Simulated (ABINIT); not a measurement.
# MgS (Niningerite): G0W0 in ABINIT against the exchange cutoff

How does the gap of MgS (Niningerite) converge in the exchange cutoff?

Program: ABINIT 10.8.3. Level of theory: LDA and many-body steps on it, plane waves. Results are calculated unless marked as measured.

## 1. Starting point

It takes space group Fm-3m (No. 225, cubic). Conventional cell: a = 5.203 Å, b = 5.203 Å, c = 5.203 Å, α = 90.00°, β = 90.00°, γ = 90.00°. Mg has 6 S at 2.60 Å nearest. Nearest to S lie 6 Mg at 2.60 Å. Farther neighbours and most contacts between anions are not listed.

As a file:

```cif
data_structure
_symmetry_space_group_name_H-M 'Fm-3m'
_symmetry_Int_Tables_number 225
_cell_length_a 5.2033
_cell_length_b 5.2033
_cell_length_c 5.2033
_cell_angle_alpha 90.000
_cell_angle_beta 90.000
_cell_angle_gamma 90.000
_cell_volume 140.88
loop_
_atom_site_label
_atom_site_type_symbol
_atom_site_symmetry_multiplicity
_atom_site_Wyckoff_symbol
_atom_site_fract_x
_atom_site_fract_y
_atom_site_fract_z
_atom_site_occupancy
Mg1 Mg 4 a 0.00000 0.00000 0.00000 1
S1 S 4 b 0.50000 0.00000 0.00000 1
```

The cell and positions come from the Crystallography Open Database and are kept as given unless a step says otherwise.

## 2. Screening, 4×4×4 mesh, 34 bands, screening to 130.6 eV

This step: ABINIT 10.8.3; RPA screening on LDA, plane waves, norm-conserving pseudopotentials.

The RPA dielectric matrix is built and inverted for each q.

File run.abi:

```
acell 3*1.0 Angstrom
rprim 
  0.000000000000 2.601650000000 2.601650000000
  2.601650000000 0.000000000000 2.601650000000
  2.601650000000 2.601650000000 0.000000000000
ntypat 2
znucl 12 16
natom 2
typat 1 2
xred 
  0.000000000000 0.000000000000 0.000000000000
  0.500000000000 0.500000000000 0.500000000000
pp_dirpath "pseudos"
pseudos "Mg.upf, S.upf"
ecut 38
ngkpt 4 4 4
nshiftk 1
shiftk 0 0 0
kptopt 1
chksymbreak 0
istwfk *1
occopt 1
irdwfk 1
optdriver 3
nband 34
ecuteps 4.8
inclvkb 2
awtr 1
symchi 1
indata_prefix "in"
outdata_prefix "out"
tmpdata_prefix "tmp"
```

On the command line:

```bash
$ OMP_NUM_THREADS=1 mpirun -n 4 abinit run.abi > log
```

The program printed:

```text
.Version 10.8.3 of ABINIT. v10.8.2 released Aug 2026.

 Symmetries : space group Fm -3 m (#225); Bravais cF (face-center cubic)
[... echo of the input left out ...]
== DATASET  1 ==================================================================
-   mpi_nproc: 4, omp_nthreads: 1 (-1 if OMP is not activated)

--- !DatasetInfo
iteration_state: {dtset: 1, }
dimensions: {natom: 2, nkpt: 8, mband: 34, nsppol: 1, nspinor: 1, nspden: 1, mpw: 2698, }
cutoff_energies: {ecut:  38.0, pawecutdg:  -1.0, }
electrons: {nelect:   1.60000000E+01, charge:   0.00000000E+00, occopt:   1.00000000E+00, tsmear:   1.00000000E-02, }

 SCREENING: Calculation of the susceptibility and dielectric matrices

 Based on a program developped by R.W. Godby, V. Olevano, G. Onida, and L. Reining.
 Incorporated in ABINIT by V. Olevano, G.-M. Rignanese, and M. Torrent.
.Using double precision arithmetic ; gwpc =  8

[... cell and pseudopotentials left out ...]
--------------------------------------------------------------------------------

 ==== K-mesh for the wavefunctions ====
 Number of points in the irreducible wedge :     8
[... list of points left out ...]
 Together with 48 symmetry operations and time-reversal symmetry
 yields    64 points in the full Brillouin Zone.

 ==== Q-mesh for the screening function ====
 Number of points in the irreducible wedge :     8
[... list of points left out ...]
 Together with 48 symmetry operations and time-reversal symmetry
 yields    64 points in the full Brillouin Zone.

 setmesh: FFT mesh size selected  =    25x   25x   25
          total number of points  =        15625

 vcoul_init : cutoff-mode = AUXILIARY_FUNCTION
 q-points for optical limit:   1
     1)      0.000010    0.000020    0.000030

- screening: taking advantage of time-reversal symmetry
- Maximum band index for partially occupied states nbvw = 8
- Remaining bands to be divided among processors   nbcw = 26
- Number of bands treated by each node ~6

 Number of electrons calculated from density =   16.0000; Expected =   16.0000
 average of density, n =  0.067320
 r_s =    1.5249
 omega_plasma =   25.0282 [eV]

 calculating chi0 at frequencies [eV] :
  1    0.000000E+00    0.000000E+00
  2    0.000000E+00    2.502816E+01

--------------------------------------------------------------------------------
  q-point number  1        q = ( 0.000000, 0.000000, 0.000000) [r.l.u.]
--------------------------------------------------------------------------------
[... chi0 elements left out ...]
 For q-point:  0.000010 0.000020 0.000030
  dielectric constant =   6.5413
  dielectric constant without local fields =   7.5410

  Average fulfillment of the sum rule on Im[epsilon] for q-point    1 :     37.09  [%]
[... wings left out ...]
  q-point number  2        q = ( 0.250000, 0.000000, 0.000000) [r.l.u.]
--------------------------------------------------------------------------------
[... chi0 elements left out ...]
  Average fulfillment of the sum rule on Im[epsilon] for q-point    2 :     50.50  [%]

 [... 6 further q-points ...]
```

Elapsed: 14 s, on 4 MPI ranks of Arm Neoverse N1, shared host; peak memory 0.44 GiB; 48 s of CPU time.

This step gave:

| Quantity | Value |
| --- | --- |
| ε∞ with local fields, on this mesh, along the program's q direction | 6.541 |
| the same without local fields | 7.541 |
| plasma frequency | 25.03 eV |
| plane waves in the screening matrix | 113 |

Local fields lower ε∞ by 13 %. On a Γ-centred mesh this coarse the value itself is usually too large, while a short band sum pulls it down.

## 3. 3.8 Ha

This step: G0W0 on LDA, plane waves, norm-conserving pseudopotentials.

Changes to run.abi since step 2:

```diff
@@ -23,8 +23,17 @@
 irdwfk 1
-optdriver 3
+optdriver 4
 nband 34
+gwcalctyp 0
+ecutsigx 3.8
+symsigma 1
+nkptgw 2
+kptgw 
+  0.0000000000 0.0000000000 0.0000000000
+  0.5000000000 0.5000000000 0.0000000000
+bdgw 
+  6 12
+  7 10
 ecuteps 4.8
-inclvkb 2
-awtr 1
-symchi 1
+irdscr 1
+ppmodel 1
 indata_prefix "in"
```

The program printed:

```text
.Version 10.8.3 of ABINIT. v10.8.2 released Aug 2026.

 Symmetries : space group Fm -3 m (#225); Bravais cF (face-center cubic)
[... echo of the input left out ...]
== DATASET  1 ==================================================================
-   mpi_nproc: 4, omp_nthreads: 1 (-1 if OMP is not activated)

--- !DatasetInfo
iteration_state: {dtset: 1, }
dimensions: {natom: 2, nkpt: 8, mband: 34, nsppol: 1, nspinor: 1, nspden: 1, mpw: 2698, }
cutoff_energies: {ecut:  38.0, pawecutdg:  -1.0, }
electrons: {nelect:   1.60000000E+01, charge:   0.00000000E+00, occopt:   1.00000000E+00, tsmear:   1.00000000E-02, }

 SIGMA: Calculation of the GW corrections

 Based on a program developped by R.W. Godby, V. Olevano, G. Onida, and L. Reining.
 Incorporated in ABINIT by V. Olevano, G.-M. Rignanese, and M. Torrent.
.Using double precision arithmetic ; gwpc =  8

[... cell and pseudopotentials left out ...]
--------------------------------------------------------------------------------

 ==== K-mesh for the wavefunctions ====
 Number of points in the irreducible wedge :     8
[... list of points left out ...]
 Together with 48 symmetry operations and time-reversal symmetry
 yields    64 points in the full Brillouin Zone.

 ==== Q-mesh for screening function ====
 Number of points in the irreducible wedge :     8
[... list of points left out ...]
 Together with 48 symmetry operations and time-reversal symmetry
 yields    64 points in the full Brillouin Zone.

 vcoul_init : cutoff-mode = AUXILIARY_FUNCTION
 q-points for optical limit:   1
     1)      0.000010    0.000020    0.000030
 setmesh: FFT mesh size selected  =    25x   25x   25
          total number of points  =        15625

 Number of electrons calculated from density =   16.0000; Expected =   16.0000
 average of density, n =  0.067320
 r_s =    1.5249
 omega_plasma =   25.0282 [eV]

 === KS Band Gaps ===
  >>>> For spin  1
   Minimum direct gap =   3.4763 [eV], located at k-point      :   0.0000  0.0000  0.0000
   Fundamental gap    =   2.5588 [eV], Top of valence bands at :   0.0000  0.0000  0.0000
                                       Bottom of conduction at :   0.5000  0.5000  0.0000
 SIGMA fundamental parameters:
 PLASMON POLE MODEL  1
 number of plane-waves for SigmaX                   65
 number of plane-waves for SigmaC and W             65
 number of plane-waves for wavefunctions          2685
 number of bands                                    34
 number of independent spin polarizations            1
 number of spinorial components                      1
 number of k-points in IBZ                           8
 number of q-points in IBZ                           8
 number of symmetry operations                      48
 number of k-points in BZ                           64
 number of q-points in BZ                           64
 number of frequencies for dSigma/dE                 9
 frequency step for dSigma/dE [eV]                0.25
 number of omega for Sigma on real axis              0
 max omega for Sigma on real axis  [eV]           0.00
 zcut for avoiding poles [eV]                     0.10

 EPSILON^-1 parameters (SCR file):
 dimension of the eps^-1 matrix on file            113
 dimension of the eps^-1 matrix used                65
 number of plane-waves for wavefunctions          2685
 number of bands                                    34
 number of q-points in IBZ                           8
 number of frequencies                               2
 number of real frequencies                          1
 number of imag frequencies                          1

 matrix elements of self-energy operator (all in [eV])

 Perturbative Calculation

--- !SelfEnergy_ee
iteration_state: {dtset: 1, }
kpoint     : [   0.000,    0.000,    0.000, ]
spin       : 1
KS_gap     :    3.476
QP_gap     :    5.452
Delta_QP_KS:    1.976
data: !SigmaeeData |
     Band     E0 <VxcDFT>   SigX SigC(E0)      Z dSigC/dE  Sig(E)    E-E0       E
        6   4.124 -13.284 -16.003   2.343   0.787  -0.271 -13.579  -0.295   3.829
        7   4.124 -13.284 -16.003   2.343   0.787  -0.271 -13.579  -0.295   3.829
        8   4.124 -13.284 -16.003   2.343   0.787  -0.271 -13.579  -0.295   3.829
        9   7.600 -11.356  -5.643  -3.643   0.811  -0.232  -9.676   1.680   9.281
       10  11.957  -9.766  -4.287  -3.916   0.812  -0.231  -8.496   1.270  13.227
       11  11.957  -9.766  -4.287  -3.916   0.812  -0.231  -8.496   1.270  13.227
       12  11.957  -9.766  -4.287  -3.916   0.812  -0.231  -8.496   1.270  13.227

--- !SelfEnergy_ee
iteration_state: {dtset: 1, }
kpoint     : [   0.500,    0.500,    0.000, ]
spin       : 1
KS_gap     :    4.261
QP_gap     :    6.663
Delta_QP_KS:    2.402
data: !SigmaeeData |
     Band     E0 <VxcDFT>   SigX SigC(E0)      Z dSigC/dE  Sig(E)    E-E0       E
        7   2.422 -12.459 -15.647   2.676   0.781  -0.281 -12.859  -0.400   2.022
        8   2.422 -12.459 -15.647   2.676   0.781  -0.281 -12.859  -0.400   2.022
        9   6.683 -10.852  -5.102  -3.305   0.819  -0.221  -8.850   2.002   8.685
       10   8.392  -8.957  -4.324  -3.469   0.823  -0.215  -7.999   0.958   9.350

== END DATASET(S) ==============================================================
================================================================================

 -outvars: echo values of variables after computation  --------
           etotal      0.0000000000E+00
            nband          34
             nkpt           8
          spgroup         225
 [... the other variables as echoed above ...]

 Calculation completed.
```

Run time: 7.2 s. Hardware: 4 MPI ranks; peak memory 0.36 GiB.

Numbers from this step:

```yaml
g0w0_gap_on_the_points_computed: 4.856 eV
starting_gap_on_the_mesh: 2.559 eV
k_of_the_valence_top: 0, 0, 0
k_of_the_conduction_bottom: 0.5, 0.5, 0
z_at_the_valence_top: 0.787
z_at_the_conduction_bottom: 0.819
least_direct_g0w0_gap_on_the_computed_points: 5.452 eV
```

## 4. 7.6 Ha

Changes to run.abi since step 3:

```diff
@@ -26,3 +26,3 @@
 gwcalctyp 0
-ecutsigx 3.8
+ecutsigx 7.6
 symsigma 1
```

The program printed:

```text
.Version 10.8.3 of ABINIT. v10.8.2 released Aug 2026.

 Symmetries : space group Fm -3 m (#225); Bravais cF (face-center cubic)
[... echo of the input left out ...]
== DATASET  1 ==================================================================
-   mpi_nproc: 4, omp_nthreads: 1 (-1 if OMP is not activated)

--- !DatasetInfo
iteration_state: {dtset: 1, }
dimensions: {natom: 2, nkpt: 8, mband: 34, nsppol: 1, nspinor: 1, nspden: 1, mpw: 2698, }
cutoff_energies: {ecut:  38.0, pawecutdg:  -1.0, }
electrons: {nelect:   1.60000000E+01, charge:   0.00000000E+00, occopt:   1.00000000E+00, tsmear:   1.00000000E-02, }

 SIGMA: Calculation of the GW corrections

 Based on a program developped by R.W. Godby, V. Olevano, G. Onida, and L. Reining.
 Incorporated in ABINIT by V. Olevano, G.-M. Rignanese, and M. Torrent.
.Using double precision arithmetic ; gwpc =  8

[... cell and pseudopotentials left out ...]
--------------------------------------------------------------------------------

 ==== K-mesh for the wavefunctions ====
 Number of points in the irreducible wedge :     8
[... list of points left out ...]
 Together with 48 symmetry operations and time-reversal symmetry
 yields    64 points in the full Brillouin Zone.

 ==== Q-mesh for screening function ====
 Number of points in the irreducible wedge :     8
[... list of points left out ...]
 Together with 48 symmetry operations and time-reversal symmetry
 yields    64 points in the full Brillouin Zone.

 vcoul_init : cutoff-mode = AUXILIARY_FUNCTION
 q-points for optical limit:   1
     1)      0.000010    0.000020    0.000030
 setmesh: FFT mesh size selected  =    27x   27x   27
          total number of points  =        19683

 Number of electrons calculated from density =   16.0000; Expected =   16.0000
[...]
number of omega for Sigma on real axis              0
 max omega for Sigma on real axis  [eV]           0.00
 zcut for avoiding poles [eV]                     0.10

 EPSILON^-1 parameters (SCR file):
 dimension of the eps^-1 matrix on file            113
 dimension of the eps^-1 matrix used               113
 number of plane-waves for wavefunctions          2685
 number of bands                                    34
 number of q-points in IBZ                           8
 number of frequencies                               2
 number of real frequencies                          1
 number of imag frequencies                          1

 matrix elements of self-energy operator (all in [eV])

 Perturbative Calculation

--- !SelfEnergy_ee
iteration_state: {dtset: 1, }
kpoint     : [   0.000,    0.000,    0.000, ]
spin       : 1
KS_gap     :    3.476
QP_gap     :    5.314
Delta_QP_KS:    1.838
data: !SigmaeeData |
     Band     E0 <VxcDFT>   SigX SigC(E0)      Z dSigC/dE  Sig(E)    E-E0       E
        6   4.124 -13.284 -16.330   2.319   0.785  -0.275 -13.855  -0.570   3.554
        7   4.124 -13.284 -16.330   2.319   0.785  -0.275 -13.855  -0.570   3.554
        8   4.124 -13.284 -16.330   2.319   0.785  -0.275 -13.855  -0.570   3.554
[...]
--- !SelfEnergy_ee
iteration_state: {dtset: 1, }
kpoint     : [   0.500,    0.500,    0.000, ]
spin       : 1
KS_gap     :    4.261
QP_gap     :    6.403
Delta_QP_KS:    2.142
data: !SigmaeeData |
     Band     E0 <VxcDFT>   SigX SigC(E0)      Z dSigC/dE  Sig(E)    E-E0       E
[...]
9   6.683 -10.852  -5.713  -3.299   0.818  -0.222  -9.346   1.506   8.189
       10   8.392  -8.957  -4.405  -3.463   0.823  -0.215  -8.061   0.897   9.288

== END DATASET(S) ==============================================================
================================================================================

 -outvars: echo values of variables after computation  --------
           etotal      0.0000000000E+00
            nband          34
             nkpt           8
          spgroup         225
 [... the other variables as echoed above ...]

 Calculation completed.
```

The job ended after 7.8 s (4 MPI ranks; peak memory 0.41 GiB).

Numbers from this step:

| Item | Value |
| --- | --- |
| G0W0 gap on the points computed | 4.635 eV |
| starting gap on the mesh | 2.559 eV |
| k of the valence top | 0, 0, 0 |
| k of the conduction bottom | 0.5, 0.5, 0 |
| Z at the valence top | 0.785 |
| Z at the conduction bottom | 0.818 |
| least direct G0W0 gap on the computed points | 5.314 eV |

(Continued in part 2 of 2.)

[Paths, hosts, dates, memory and timing lines, banners, echoed tables and standing remarks are left out of the program output.]

[Logs are printed without paths, hosts, clocks, repeated set-up lines and the standing remarks that a program may print on its own settings, such as how far it seeks lower states.]

[Runs of the session that timed out or met a known fault of the program may be left out.]

[Hosts, paths, dates, database ids (printed as entryN), source tags and the programs' standing remarks are cut or masked in the printed files.]

[G0W0 gaps are taken among the corrected bands and points alone; a level outside them can change the order at an edge.]

[Where Ansatz stands beside ABINIT at settings called matched, ABINIT's density can come from a denser mesh and the files from another edition; pairs whose starting gaps differed by over 0.03 eV were left out, so agreement reads better than it is.]
